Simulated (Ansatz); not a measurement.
## linear Cd chain under tension and compression

Wanted: energy, moment and open channels of the linear Cd chain from 12 % compression to 30 % stretch.

Calculated with Ansatz 0.2.0; DFT PBE, plane waves, PAW; relaxation of a chain's period, in the first sound run; inputs show where later runs differ.

Most raw output is cut from this account.

### Step 1. Starting point

The cell holds 1 atom: 1 Cd. Its edges and angles: a = 7.500 Å, b = 7.500 Å, c = 2.678 Å, α = 90.0°, β = 90.0°, γ = 90.0°. Vacuum lies along a and b. The structure's axis is c.

### Step 2. Relaxing the period

Band widths follow the bond lengths, so the chain is relaxed first. The atoms and the third cell vector are free; the box across stays fixed as vacuum. Moments are seeded so that a magnetic state can form if it lies lower. A Fermi-Dirac smearing is set since the result may be a metal. The pressure printed is a third of the stress's trace over the whole box, vacuum included; only the stress along the axis is relaxed.

The input, input.yaml:

```yaml
crystal:
  lattice:
    - [7.5, 0.0, 0.0]
    - [0.0, 7.5, 0.0]
    - [0.0, 0.0, 2.6784]
  atoms:
    - { symbol: Cd, position: [0.5, 0.5, 0.0], spin: 0.5 }
magnetization:
  spin_polarized: true
kpoints:
  mp_grid: { grid: [1, 1, 30] }
scf:
  occupations: { method: fermi_dirac, width: 0.05 }
hamiltonian:
  xc: pbe
relax:
  cell: { fix: [a, b, alpha, beta, gamma] }
  max_steps: 60
```

Run with:

```sh
ansatz run input.yaml --threads 4 --pin off --max-ram 8192MiB --backend cpu --events-out ev --progress --plain --runs-dir out
```

Wall time 14 s (4 threads of Arm Neoverse V2, shared host); peak memory 0.42 GiB; 50 s of CPU time.

Relaxation path:

| step | energy less that of the first step (eV) | largest force component (eV/Å) | pressure (GPa) | volume (Å³) |
| --- | --- | --- | --- | --- |
| 1 | 0.0000 | 0.0000 | 0.72 | 150.66 |
| 2 | -0.0657 | 0.0000 | 0.26 | 156.96 |
| 3 | -0.0871 | 0.0000 | 0.03 | 161.98 |
| 4 | -0.0964 | 0.0000 | 0.02 | 166.44 |
| 5 | -0.1088 | 0.0000 | -0.08 | 173.79 |
| 6 | -0.1088 | 0.0000 | -0.14 | 176.37 |
| 7 | -0.1091 | 0.0000 | -0.11 | 175.29 |
| 8* | -0.1154 | 0.0000 | -0.04 | 175.29 |
| 9 | -0.1178 | 0.0000 | -0.07 | 178.08 |
| 10 | -0.1193 | 0.0000 | -0.09 | 182.00 |
| 11 | -0.1193 | 0.0000 | -0.10 | 183.27 |
| 12* | -0.1196 | 0.0000 | -0.10 | 183.27 |

Relaxation steps marked * repeat the geometry before them on a plane-wave basis chosen anew for their cell, so energy and pressure can jump there.

```csv
cell as run,before,after,change
c (Å),2.678,3.258,+21.6 %
```

The relaxed structure:

```xyz
1
Lattice="7.5000 0.0000 0.0000 0.0000 7.5000 0.0000 0.0000 0.0000 3.2582" Properties=species:S:1:pos:R:3
Cd    3.7500    3.7500    0.0000
```

This step gave:

* cell length along the wire: 3.258 Å

The cell's length comes to 3.258 Å with no moment. That is +22 % against the start, more than a small adjustment.

The cell grew by 21.6 % in its periodic edges.

### Step 3. At a set period, period over the relaxed period 0.88, k-mesh 1×1×28

This step: DFT PBE, plane waves, PAW; channels and complex bands of a perfect chain (Ansatz 0.2.0).

The period is set to 0.88 times the relaxed one: shorter bonds widen the bands.

The cell differs from the one that the last finished run ended in (c 3.258 → 2.867 Å).

input.yaml, the sections that differ from step 2:

```yaml
crystal:
  lattice:
    - [7.5, 0.0, 0.0]
    - [0.0, 7.5, 0.0]
    - [0.0, 0.0, 2.8671979251]
  atoms:
    - { symbol: Cd, position: [0.5, 0.5, 0.0], spin: 0.5 }
kpoints:
  mp_grid: { grid: [1, 1, 28] }
output:
  transmission:
    e_range: [-2, 2]
    de: 0.035
    kmesh: [1, 1]
    reduced_basis: true
    leads: [[0, 0]]
  stress: true
# magnetization, scf, hamiltonian: as in step 2
# relax: removed
```

Run time: 39 s. Hardware: 4 threads; peak memory 0.6 GiB; 2.3 min of CPU time.

This step gave:

* energy at zero smearing: -8253.7955 eV
* channels at the energy nearest the Fermi level, spin up: 0
* channels at the energy nearest the Fermi level, spin down: 0
* conductance of the lead as this run defines it: 0.01220 G₀
* slowest decay in the lead at the energy nearest the Fermi level: 0.015 Å⁻¹

Table of open channels of the lead by energy, zero at the Fermi level:

```csv
energy (eV),spin up,spin down
-2.000,1,1
-1.790,1,1
-1.615,1,1
-1.405,1,1
-1.195,1,1
-0.985,1,1
-0.810,1,1
-0.600,1,1
-0.390,1,1
-0.215,1,1
-0.005,0,0
0.205,3,3
0.415,3,3
0.590,3,3
0.800,3,3
1.010,3,3
1.185,3,3
1.395,3,3
1.605,3,3
1.815,4,4
```

At the computed energy nearest the Fermi level there are 0 spin-up and 0 spin-down channels, and the thermal average gives 0.0122 G₀.

### Step 4. The chain at a fixed length, period over the relaxed period 0.92, k-mesh 1×1×27

The period is set to 0.92 times the relaxed one: shorter bonds widen the bands.

The cell differs from the one that the last finished run ended in (c 2.867 → 2.998 Å).

Changes to input.yaml since step 3:

```diff
@@ -4,3 +4,3 @@
     - [0.0, 7.5, 0.0]
-    - [0.0, 0.0, 2.8671979251]
+    - [0.0, 0.0, 2.9975251035]
   atoms:
@@ -10,3 +10,3 @@
 kpoints:
-  mp_grid: { grid: [1, 1, 28] }
+  mp_grid: { grid: [1, 1, 27] }
 scf:
```

The job ended after 35 s (4 threads; peak memory 0.65 GiB).

At the computed energy nearest the Fermi level there are 0 spin-up and 0 spin-down channels, and the thermal average gives 0.0657 G₀.

For the conductance of the lead as this run defines it, step 3 gave 0.0122 G₀; this run, with period over the relaxed period 0.92 and k-mesh 1×1×27, gives 0.0657 G₀ (+438 %).

### Step 5. The chain at a fixed length, period over the relaxed period 0.96, k-mesh 1×1×26

The period is set to 0.96 times the relaxed one: shorter bonds widen the bands.

The cell differs from the one that the last finished run ended in (c 2.998 → 3.128 Å).

Changes to input.yaml since step 4:

```diff
@@ -4,3 +4,3 @@
     - [0.0, 7.5, 0.0]
-    - [0.0, 0.0, 2.9975251035]
+    - [0.0, 0.0, 3.1278522819]
   atoms:
@@ -10,3 +10,3 @@
 kpoints:
-  mp_grid: { grid: [1, 1, 27] }
+  mp_grid: { grid: [1, 1, 26] }
 scf:
```

Elapsed: 32 s, on 4 threads; peak memory 0.56 GiB; 1.9 min of CPU time.

At the computed energy nearest the Fermi level there are 0 spin-up and 0 spin-down channels, and the thermal average gives 1.6e-5 G₀.

Between step 3 and this run (period over the relaxed period 0.96 and k-mesh 1×1×26) the value for the conductance of the lead as this run defines it moves from 0.0122 G₀ to 1.6e-5 G₀ (-100 %).

### Step 6. At a set period, period over the relaxed period 1, k-mesh 1×1×25

The period is set to 1.0 times the relaxed one, as the point of reference.

Changes to input.yaml since step 5:

```diff
@@ -4,3 +4,3 @@
     - [0.0, 7.5, 0.0]
-    - [0.0, 0.0, 3.1278522819]
+    - [0.0, 0.0, 3.2581794603]
   atoms:
@@ -10,3 +10,3 @@
 kpoints:
-  mp_grid: { grid: [1, 1, 26] }
+  mp_grid: { grid: [1, 1, 25] }
 scf:
```

Wall time 47 s (4 threads); peak memory 0.52 GiB; 2.5 min of CPU time.

Open channels of the lead against energy, zero at the Fermi level:

```
energy (eV)  spin up  spin down
     -2.000        1          1
     -1.790        1          1
     -1.615        1          1
     -1.405        1          1
     -1.195        1          1
     -0.985        1          1
     -0.810        1          1
     -0.600        1          1
     -0.390        0          0
     -0.215        0          0
     -0.005        0          0
      0.205        0          0
      0.415        0          0
      0.590        1          1
      0.800        1          1
      1.010        1          1
      1.185        1          1
      1.395        3          3
      1.605        3          3
      1.815        3          3
```

At the computed energy nearest the Fermi level there are 0 spin-up and 0 spin-down channels, and the thermal average gives 9.2e-9 G₀.

### Step 7. The chain at a fixed length, period over the relaxed period 1.04, k-mesh 1×1×24

The period is set to 1.04 times the relaxed one: longer bonds narrow the bands.

The cell differs from the one that the last finished run ended in (c 3.258 → 3.389 Å).

Changes to input.yaml since step 6:

```diff
@@ -4,3 +4,3 @@
     - [0.0, 7.5, 0.0]
-    - [0.0, 0.0, 3.2581794603]
+    - [0.0, 0.0, 3.3885066387]
   atoms:
@@ -10,3 +10,3 @@
 kpoints:
-  mp_grid: { grid: [1, 1, 25] }
+  mp_grid: { grid: [1, 1, 24] }
 scf:
```

The job ended after 44 s (4 threads; peak memory 0.5 GiB).

At the computed energy nearest the Fermi level there are 0 spin-up and 0 spin-down channels, and the thermal average gives 1.2e-11 G₀. The change of length costs 0.002 eV a cell and leaves no moment.

Between step 3 and this run (period over the relaxed period 1.04 and k-mesh 1×1×24) the value for the conductance of the lead as this run defines it moves from 0.0122 G₀ to 1.2e-11 G₀ (-100 %).

### Step 8. At a set period, period over the relaxed period 1.08, k-mesh 1×1×23

The period is set to 1.08 times the relaxed one: longer bonds narrow the bands.

The cell differs from the one that the last finished run ended in (c 3.389 → 3.519 Å).

Changes to input.yaml since step 7:

```diff
@@ -4,3 +4,3 @@
     - [0.0, 7.5, 0.0]
-    - [0.0, 0.0, 3.3885066387]
+    - [0.0, 0.0, 3.5188338172]
   atoms:
@@ -10,3 +10,3 @@
 kpoints:
-  mp_grid: { grid: [1, 1, 24] }
+  mp_grid: { grid: [1, 1, 23] }
 scf:
```

It took 42 s on 4 threads; peak memory 0.48 GiB; 2.3 min of CPU time.

At the computed energy nearest the Fermi level there are 0 spin-up and 0 spin-down channels, and the thermal average gives 3.2e-14 G₀. The change of length costs 0.007 eV a cell and leaves no moment.

### Step 9. The chain at a fixed length, period over the relaxed period 1.13, k-mesh 1×1×22

The period is set to 1.13 times the relaxed one: longer bonds narrow the bands.

The cell differs from the one that the last finished run ended in (c 3.519 → 3.682 Å).

Changes to input.yaml since step 8:

```diff
@@ -4,3 +4,3 @@
     - [0.0, 7.5, 0.0]
-    - [0.0, 0.0, 3.5188338172]
+    - [0.0, 0.0, 3.6817427902]
   atoms:
@@ -10,3 +10,3 @@
 kpoints:
-  mp_grid: { grid: [1, 1, 23] }
+  mp_grid: { grid: [1, 1, 22] }
 scf:
```

Elapsed: 41 s, on 4 threads; peak memory 0.47 GiB.

Table of open channels of the lead by energy, zero at the Fermi level:

| energy (eV) | spin up | spin down |
| --- | --- | --- |
| -2.000 | 1 | 1 |
| -1.895 | 1 | 1 |
| -1.790 | 1 | 1 |
| -1.685 | 1 | 1 |
| -1.615 | 1 | 1 |
| -1.510 | 1 | 1 |
| -1.405 | 1 | 1 |
| -1.300 | 1 | 1 |
| -1.195 | 1 | 1 |
| -1.090 | 1 | 1 |
| -0.985 | 0 | 0 |
| -0.915 | 0 | 0 |
| -0.810 | 0 | 0 |
| -0.705 | 0 | 0 |
| -0.600 | 0 | 0 |
| -0.495 | 0 | 0 |
| -0.390 | 0 | 0 |
| -0.285 | 0 | 0 |
| -0.215 | 0 | 0 |
| -0.110 | 0 | 0 |
| -0.005 | 0 | 0 |
| 0.100 | 0 | 0 |
| 0.205 | 0 | 0 |
| 0.310 | 0 | 0 |
| 0.415 | 0 | 0 |
| 0.485 | 0 | 0 |
| 0.590 | 0 | 0 |
| 0.695 | 0 | 0 |
| 0.800 | 0 | 0 |
| 0.905 | 0 | 0 |
| 1.010 | 1 | 1 |
| 1.115 | 1 | 1 |
| 1.185 | 1 | 1 |
| 1.290 | 1 | 1 |
| 1.395 | 1 | 1 |
| 1.500 | 1 | 1 |
| 1.605 | 1 | 1 |
| 1.710 | 1 | 1 |
| 1.815 | 1 | 1 |
| 1.885 | 3 | 3 |

At the computed energy nearest the Fermi level there are 0 spin-up and 0 spin-down channels, and the thermal average gives 4.9e-17 G₀; the gap is 1.98 eV. The change of length costs 0.016 eV a cell and leaves no moment.

### Step 10. The chain at a fixed length, period over the relaxed period 1.2, k-mesh 1×1×21

The period is set to 1.2 times the relaxed one: longer bonds narrow the bands.

The cell differs from the one that the last finished run ended in (c 3.682 → 3.910 Å).

Changes to input.yaml since step 9:

```diff
@@ -4,3 +4,3 @@
     - [0.0, 7.5, 0.0]
-    - [0.0, 0.0, 3.6817427902]
+    - [0.0, 0.0, 3.9098153524]
   atoms:
@@ -10,3 +10,3 @@
 kpoints:
-  mp_grid: { grid: [1, 1, 22] }
+  mp_grid: { grid: [1, 1, 21] }
 scf:
```

It took 37 s on 4 threads; peak memory 0.47 GiB; 2 min of CPU time.

At the computed energy nearest the Fermi level there are 0 spin-up and 0 spin-down channels, and the thermal average gives 2.4e-20 G₀; the gap is 2.43 eV. The change of length costs 0.028 eV a cell and leaves no moment.

### Step 11. The chain at a fixed length, period over the relaxed period 1.3, k-mesh 1×1×19

The period is set to 1.3 times the relaxed one: longer bonds narrow the bands.

The cell differs from the one that the last finished run ended in (c 3.910 → 4.236 Å).

Changes to input.yaml since step 10:

```diff
@@ -4,3 +4,3 @@
     - [0.0, 7.5, 0.0]
-    - [0.0, 0.0, 3.9098153524]
+    - [0.0, 0.0, 4.2356332984]
   atoms:
@@ -10,3 +10,3 @@
 kpoints:
-  mp_grid: { grid: [1, 1, 21] }
+  mp_grid: { grid: [1, 1, 19] }
 scf:
```

The job ended after 38 s (4 threads; peak memory 0.48 GiB; 2.2 min of CPU time).

Table of open channels of the lead by energy, zero at the Fermi level:

```csv
energy (eV),spin up,spin down
-2.000,1,1
-1.790,1,1
-1.615,1,1
-1.405,0,0
-1.195,0,0
-0.985,0,0
-0.810,0,0
-0.600,0,0
-0.390,0,0
-0.215,0,0
-0.005,0,0
0.205,0,0
0.415,0,0
0.590,0,0
0.800,0,0
1.010,0,0
1.185,0,0
1.395,0,0
1.605,1,1
1.815,1,1
```

At the computed energy nearest the Fermi level there are 0 spin-up and 0 spin-down channels, and the thermal average gives 4.9e-24 G₀; the gap is 2.85 eV. The change of length costs 0.043 eV a cell and leaves no moment.

### Step 12. Side by side

Times are for 4 threads of Arm Neoverse V2, shared host. The series side by side:

```csv
no.,period over the relaxed period,conductance of the lead as this run defines it (G₀),energy at zero smearing less the lowest (eV),time,memory (GiB)
1,0.88,0.01220,0.03611,39 s,0.6
2,0.92,0.06566,0.01121,35 s,0.65
3,0.96,1.59e-5,0.004117,32 s,0.56
4,1,9.20e-9,0,47 s,0.52
5,1.04,1.20e-11,0.002310,44 s,0.5
6,1.08,3.23e-14,0.007449,42 s,0.48
7,1.13,4.95e-17,0.01582,41 s,0.47
8,1.2,2.43e-20,0.02814,37 s,0.47
9,1.3,4.89e-24,0.04340,38 s,0.48
```

### Step 13. Summary of results

```yaml
relaxed_cell_length: 3.258 Å
conductance_at_period_x_0p88: 0.0122 G₀
conductance_at_period_x_1p0: 9.2e-9 G₀
conductance_at_period_x_1p13: 4.9e-17 G₀
conductance_at_period_x_1p3: 4.9e-24 G₀
absolute_moment_at_period_x_0p88: 0 μB
absolute_moment_at_period_x_1p0: 0 μB
absolute_moment_at_period_x_1p3: 0 μB
```

In words: No moment survives at any length. Transport is coherent and elastic here: the atoms are frozen, so scattering by vibrations plays no part. The box is narrow for bonds this long, so the chain feels its sideways images. Conductances of a perfect chain off the multiples of half a G0 come from band edges within the thermal window; the square box also splits pairs of bands that an isolated chain keeps degenerate, which moves such edges. The lead's cell of one atom keeps the chain straight and evenly spaced; a zigzag or dimerised form may lie lower.

[Logs are printed without paths, hosts, clocks, repeated set-up lines and the standing remarks that a program may print on its own settings, such as how far it seeks lower states.]

[Hosts, paths, dates, database ids (printed as entryN), source tags and the programs' standing remarks are cut or masked in the printed files.]
